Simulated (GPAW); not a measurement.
# How the form of the self-energy moves the gap of FeAs2 (Lollingite), part 2 of 2

How much does the gap of FeAs2 (Lollingite) depend on the approximation to the self-energy?

GPAW 26.7.0; LDA and many-body steps on it, plane waves. Known limits of the many-body steps: not at the basis limit; no spin polarisation; d states lean on the start; no spin-orbit coupling; coarse k mesh.

So far. Step 2 (Empty states on the mesh, 4×4×6 mesh, 317 bands): On this mesh the gap is 0.247 eV. Step 3 (G0W0, Godby-Needs plasmon pole): The gap on the mesh goes from 0.25 eV to 0.56 eV, a correction of +0.31 eV.

### 5. G0W0, extrapolated in the cutoff

This step: G0W0 on LDA, plane waves, PAW.

run.py

```python
import json
import numpy as np
from gpaw.mpi import world
from gpaw.response.g0w0 import G0W0

gw = G0W0('full.gpw',
    filename='gw',
    kpts=[0, 2, 6, 9],
    bands=(16, 20),
    ecut=130.0,
    integrate_gamma='WS',
    ppa=True,
    ecut_extrapolation=True)
gw.calculate()
res = {mode: {k: v for k, v in r.items() if k != 'sigma_eskwn'}
       for mode, r in gw.all_results.items()}

if world.rank == 0:
    with open('result.json', 'w') as f:
        json.dump(res, f, default=lambda x: x.tolist())
```

On the command line:

```sh
$ mpirun -n 4 gpaw python run.py
```

Numbers of over 12 decimals in the logs are rounded to 6 here.

Log:

```text
Using integrator: PointIntegrator
FrequencyGridDescriptor(from 0.000+0.000j to 0.000+27.211j eV, 2 points)
Nonperiodic BCs:  [False False False]
Using integrator: PointIntegrator
FrequencyGridDescriptor(from 0.000+0.000j to 0.000+27.211j eV, 2 points)
Nonperiodic BCs:  [False False False]
  ___  _ _ _
 |   || | | |
 | | || | | |
 |__ ||_____|
 |___|

BZ k-points: Symmetries present (total): 4

  [... matrices ...]
96 k-points: 4 x 4 x 6 Monkhorst-Pack grid + [1/8,1/8,1/12]
40 k-points in the irreducible part of the Brillouin zone
       k-points in crystal coordinates                weights
   0:     0.00000000    0.00000000    0.00000000          1/96
   1:     0.00000000    0.00000000    0.16666667          2/96
   2:     0.00000000    0.00000000    0.33333333          2/96
[...]
9:     0.00000000    0.50000000    0.16666667          2/96
          ...
  39:     0.50000000    0.50000000    0.50000000          1/96

Distributing spins, k-points and bands (1 x 4 x 4) over 4 processes
Number of blocks: 1

Quasi particle states:
k-points (IBZ indices): [0, 2, 6, 9]
Band range: (16, 20)
  [... matrices ...]
Computational parameters:
Extrapolating to infinite plane wave cut-off using points at:
  112.031 eV
  120.183 eV
  130.000 eV
Number of bands: 307
Coulomb cutoff: None
Broadening: 0.1 eV

fxc modes: GW
Kernel: RPA
Using Godby-Needs plasmon-pole approximation:
  Fitting energy: i*E0, E0 = 1.000 Hartree
Summing all q:

Calculating screened Coulomb potential
No Coulomb truncation
FrequencyGridDescriptor(from 0.000+0.000j to 0.000+27.211j eV, 2 points)
Removing empty qpoint cache files...

Calculating chi0 body with:
    Ground state adapter containing:
    Number of spins: 1
    Number of kpoints: 96
    Number of irreducible kpoints: 40
[...]
Indirect symmetries (TUq -> q): 0
In total 4 allowed symmetries.

  [... matrices ...]
40 groups of equivalent kpoints. 58.333333% reduction.

Integral kind: response function wings

Calculating chi0 body with:
    Ground state adapter containing:
    Number of spins: 1
    Number of kpoints: 96
    Number of irreducible kpoints: 40
    Number of completely occupied states: 18
    Number of partially occupied states: 18
[... the further q-points ...]
Extrapolating selfenergy to infinite energy cutoff:
  Performing linear fit to 3 points
  Warning: Bad quality of linear fit for some (n,k).
           Higher cutoff might be necessary.
  Minimum R^2 = 0.8501. (R^2 Should be close to 1)
  [... matrices ...]
Results:
f:      Occupation numbers
eps:     KS-eigenvalues [eV]
vxc:     KS vxc [eV]
exx:     Exact exchange [eV]
sigma:   Self-energies [eV]
dsigma:  Self-energy derivatives
Z:       Renormalization factors
qp:      QP-energies [eV]

k-point 0 (0): (0.000, 0.000, 0.000)                GW
band       f     eps     vxc     exx   sigma  dsigma       Z      qp
                                                                   GW
  16   1.000   8.473 -30.248 -34.981   5.058  -0.530   0.654   8.685
  17   1.000   8.558 -30.556 -35.289   5.061  -0.533   0.652   8.771
  18   0.000  10.237 -30.031 -26.164  -3.444  -0.469   0.681  10.525
[...]
k-point 1 (2): (0.000, 0.000, 0.333)                GW
band       f     eps     vxc     exx   sigma  dsigma       Z      qp
                                                                   GW
[...]
k-point 2 (6): (0.000, 0.250, 0.333)                GW
band       f     eps     vxc     exx   sigma  dsigma       Z      qp
                                                                   GW
[...]
k-point 3 (9): (0.000, 0.500, 0.167)                GW
band       f     eps     vxc     exx   sigma  dsigma       Z      qp
                                                                   GW
[...]
18   0.000   9.959 -23.405 -19.983  -3.138  -0.391   0.719  10.162
  19   0.000   9.959 -23.405 -19.983  -3.138  -0.392   0.719  10.162
```

Run time: 35 min. Hardware: 4 MPI ranks of Arm Neoverse V2, shared host; peak memory 2.4 GiB.

Numbers from this step:

* quasiparticle gap on the mesh: 0.3776 eV
* least direct quasiparticle gap on the computed points: 0.5710 eV
* Z at the valence top: 0.6522
* Z at the conduction bottom: 0.6651
* starting gap on the mesh: 0.2474 eV
* k of the valence top: 0, 0, 0
* k of the conduction bottom: 0, 0, 0.3333
* gaps at the cutoffs of the extrapolation: 0.4776, 0.4677, 0.4571 eV

Against G0W0 in GPAW (4×4×6 mesh, 143 bands, screening to 78 eV, Godby-Needs plasmon pole), the gap moves by −0.183 eV.

### 6. One-shot PBE0

This step: one-shot PBE0 levels on LDA orbitals, plane waves, PAW.

run.py

```python
import json
import numpy as np
from gpaw.mpi import world
from gpaw.hybrids.eigenvalues import non_self_consistent_eigenvalues

dft, vxc, vxc_hyb = non_self_consistent_eigenvalues('full.gpw', 'PBE0', 16, 20, kpt_indices=[0, 2, 6, 9])
res = {'dft': dft[0], 'hybrid': (dft - vxc + vxc_hyb)[0]}
if world.rank == 0:
    with open('hybrid.txt', 'w') as f:
        for k, e0, e1 in zip([0, 2, 6, 9], res['dft'], res['hybrid']):
            print(k, ' '.join(f'{x:9.4f}' for x in e0), '|', ' '.join(f'{x:9.4f}' for x in e1), file=f)

if world.rank == 0:
    with open('result.json', 'w') as f:
        json.dump(res, f, default=lambda x: x.tolist())
```

On the command line:

```sh
$ mpirun -n 4 gpaw python run.py
```

Log:

```text
IBZ(<points: 40, symmetries: 4>)
Occupied bands: 18
Transforming wave functions from IBZ to BZ: 0.045 seconds
Distributing wave functions and iFFT-ing to real space: 0.450 seconds
Calculating eigenvalues:
  k-points: 4
  Bands: 16-19 (inclusive)
  Seconds: 5.780 (wave-function broadcasting: 0.020 seconds)
HSE06-eigenvalue shifts:
  min: -1.396 eV
  ave: -0.146 eV
  max: 0.998 eV
```

Run time: 8.8 s. Hardware: 4 MPI ranks; peak memory 1.9 GiB; 35 s of CPU time.

This step gave:

```
starting gap on the mesh                       : 0.2474 eV
hybrid gap on the mesh                         : 1.990 eV
least direct hybrid gap on the computed points : 1.990 eV
```

### 7. G0W0, full frequency, Hilbert transform

This step: G0W0 on LDA, plane waves, PAW.

run.py

```python
import json
import numpy as np
from gpaw.mpi import world
from gpaw.response.g0w0 import G0W0

gw = G0W0('full.gpw',
    filename='gw',
    kpts=[0, 2, 6, 9],
    bands=(16, 20),
    ecut=78,
    nbands=143,
    integrate_gamma='WS',
    frequencies={'type': 'nonlinear', 'domega0': 0.1, 'omega2': 15.0},
    eta=0.1,
    nblocksmax=True)
gw.calculate()
res = {mode: {k: v for k, v in r.items() if k != 'sigma_eskwn'}
       for mode, r in gw.all_results.items()}

if world.rank == 0:
    with open('result.json', 'w') as f:
        json.dump(res, f, default=lambda x: x.tolist())
```

On the command line:

```sh
$ mpirun -n 4 gpaw python run.py
```

Log:

```text
Using integrator: PointIntegrator
NonLinearFrequencyDescriptor(from 0.000 to 75.746 eV, 246 points)
Nonperiodic BCs:  [False False False]
Using integrator: PointIntegrator
NonLinearFrequencyDescriptor(from 0.000 to 75.746 eV, 246 points)
Nonperiodic BCs:  [False False False]
  ___  _ _ _
 |   || | | |
 | | || | | |
 |__ ||_____|
 |___|

BZ k-points: Symmetries present (total): 4

  [... matrices ...]
96 k-points: 4 x 4 x 6 Monkhorst-Pack grid + [1/8,1/8,1/12]
40 k-points in the irreducible part of the Brillouin zone
       k-points in crystal coordinates                weights
[...]
GW
[...]
k-point 2 (6): (0.000, 0.250, 0.333)                GW
band       f     eps     vxc     exx   sigma  dsigma       Z      qp
                                                                   GW
[...]
k-point 3 (9): (0.000, 0.500, 0.167)                GW
band       f     eps     vxc     exx   sigma  dsigma       Z      qp
                                                                   GW
[...]
18   0.000   9.959 -23.405 -19.983  -2.443  -0.419   0.705  10.648
  19   0.000   9.959 -23.405 -19.983  -2.443  -0.419   0.705  10.649
```

Elapsed: 11 min, on 4 MPI ranks; peak memory 2.5 GiB; 45 min of CPU time.

This step gave:

```yaml
g0w0_gap_on_the_mesh: 0.5353 eV
least_direct_g0w0_gap_on_the_computed_points: 0.6781 eV
starting_gap_on_the_mesh: 0.2474 eV
k_of_the_valence_top: 0, 0.5, 0.1667
k_of_the_conduction_bottom: 0, 0, 0.3333
```

Against G0W0 in GPAW (4×4×6 mesh, 143 bands, screening to 78 eV, Godby-Needs plasmon pole), the gap moves by −0.025 eV.

### 8. The runs together

Times are wall times on 4 MPI ranks of Arm Neoverse V2, shared host, good to a factor of about two.

| run | mesh | bands | screening cutoff (eV) | DFT gap (eV) | gap on the mesh (eV) | direct (eV) | time |
| --- | --- | --- | --- | --- | --- | --- | --- |
| G0W0, Godby-Needs plasmon pole | 4×4×6 | 143 | 78 | 0.247 | 0.561 | 0.708 | 8.7 min |
| one-shot HSE06 | 4×4×6 | - | - | 0.247 | 1.310 | 1.310 | 7.5 s |
| G0W0, extrapolated in the cutoff | 4×4×6 | - | 130 | 0.247 | 0.378 | 0.571 | 35 min |
| one-shot PBE0 | 4×4×6 | - | - | 0.247 | 1.990 | 1.990 | 8.8 s |
| G0W0, full frequency, Hilbert transform | 4×4×6 | 143 | 78 | 0.247 | 0.535 | 0.678 | 11 min |

### 9. What came out

| Quantity | Value |
| --- | --- |
| G0W0, Godby-Needs plasmon pole | 0.561 eV |
| one-shot HSE06 | 1.310 eV |
| G0W0, extrapolated in the cutoff | 0.378 eV |
| one-shot PBE0 | 1.990 eV |
| G0W0, full frequency, Hilbert transform | 0.535 eV |
| known limits | not at the basis limit; no spin polarisation; d states lean on the start; no spin-orbit coupling; coarse k mesh |

One-shot HSE06: +0.750 eV against G0W0, Godby-Needs plasmon pole. G0W0, extrapolated in the cutoff: −0.183 eV against G0W0, Godby-Needs plasmon pole, at other bands or cutoff, so not like for like. One-shot PBE0: +1.430 eV against G0W0, Godby-Needs plasmon pole. G0W0, full frequency, Hilbert transform: −0.025 eV against G0W0, Godby-Needs plasmon pole. One-shot hybrid levels are evaluated on the LDA orbitals. Against experiment, by G0W0, Godby-Needs plasmon pole: the gap of 0.56 eV lies +0.36 eV from the measured 0.2 eV (transport, 2009). These are gaps on the mesh, at modest bands and cutoff. The calculation has static nuclei and no excitons; a measured gap holds zero-point and thermal motion, which mostly lowers it. Bands and cutoff are finite, so the gap is not at the basis limit. The miss can reach some tenths of an eV and take either sign; the mesh is an error of its own. These stock PAW sets were not made for GW; the filled d or f shell of As lies in the frozen core, which bears on start and correction. The program warns of a poor linear fit in the extrapolation of some level, so the extrapolated values are rough. The 4×4×6 mesh is coarse for this cell, which bears on the long-range parts of exchange and screening. The runs have no spin polarisation. For a closed low-spin shell that is the natural state; where a d or f shell is open it is a constraint, and the gap is then not the crystal's own. With d states at the gap, one-shot GW leans hard on its start. The many-body steps are scalar-relativistic: spin-orbit coupling is not in them.

[Paths, hosts, dates, memory and timing lines, banners, echoed tables and standing remarks are left out of the program output.]

[Logs are printed without paths, hosts, clocks, repeated set-up lines and the standing remarks that a program may print on its own settings, such as how far it seeks lower states.]

[Runs of the session that timed out or met a known fault of the program may be left out.]

[Hosts, paths, dates, database ids (printed as entryN), source tags and the programs' standing remarks are cut or masked in the printed files.]
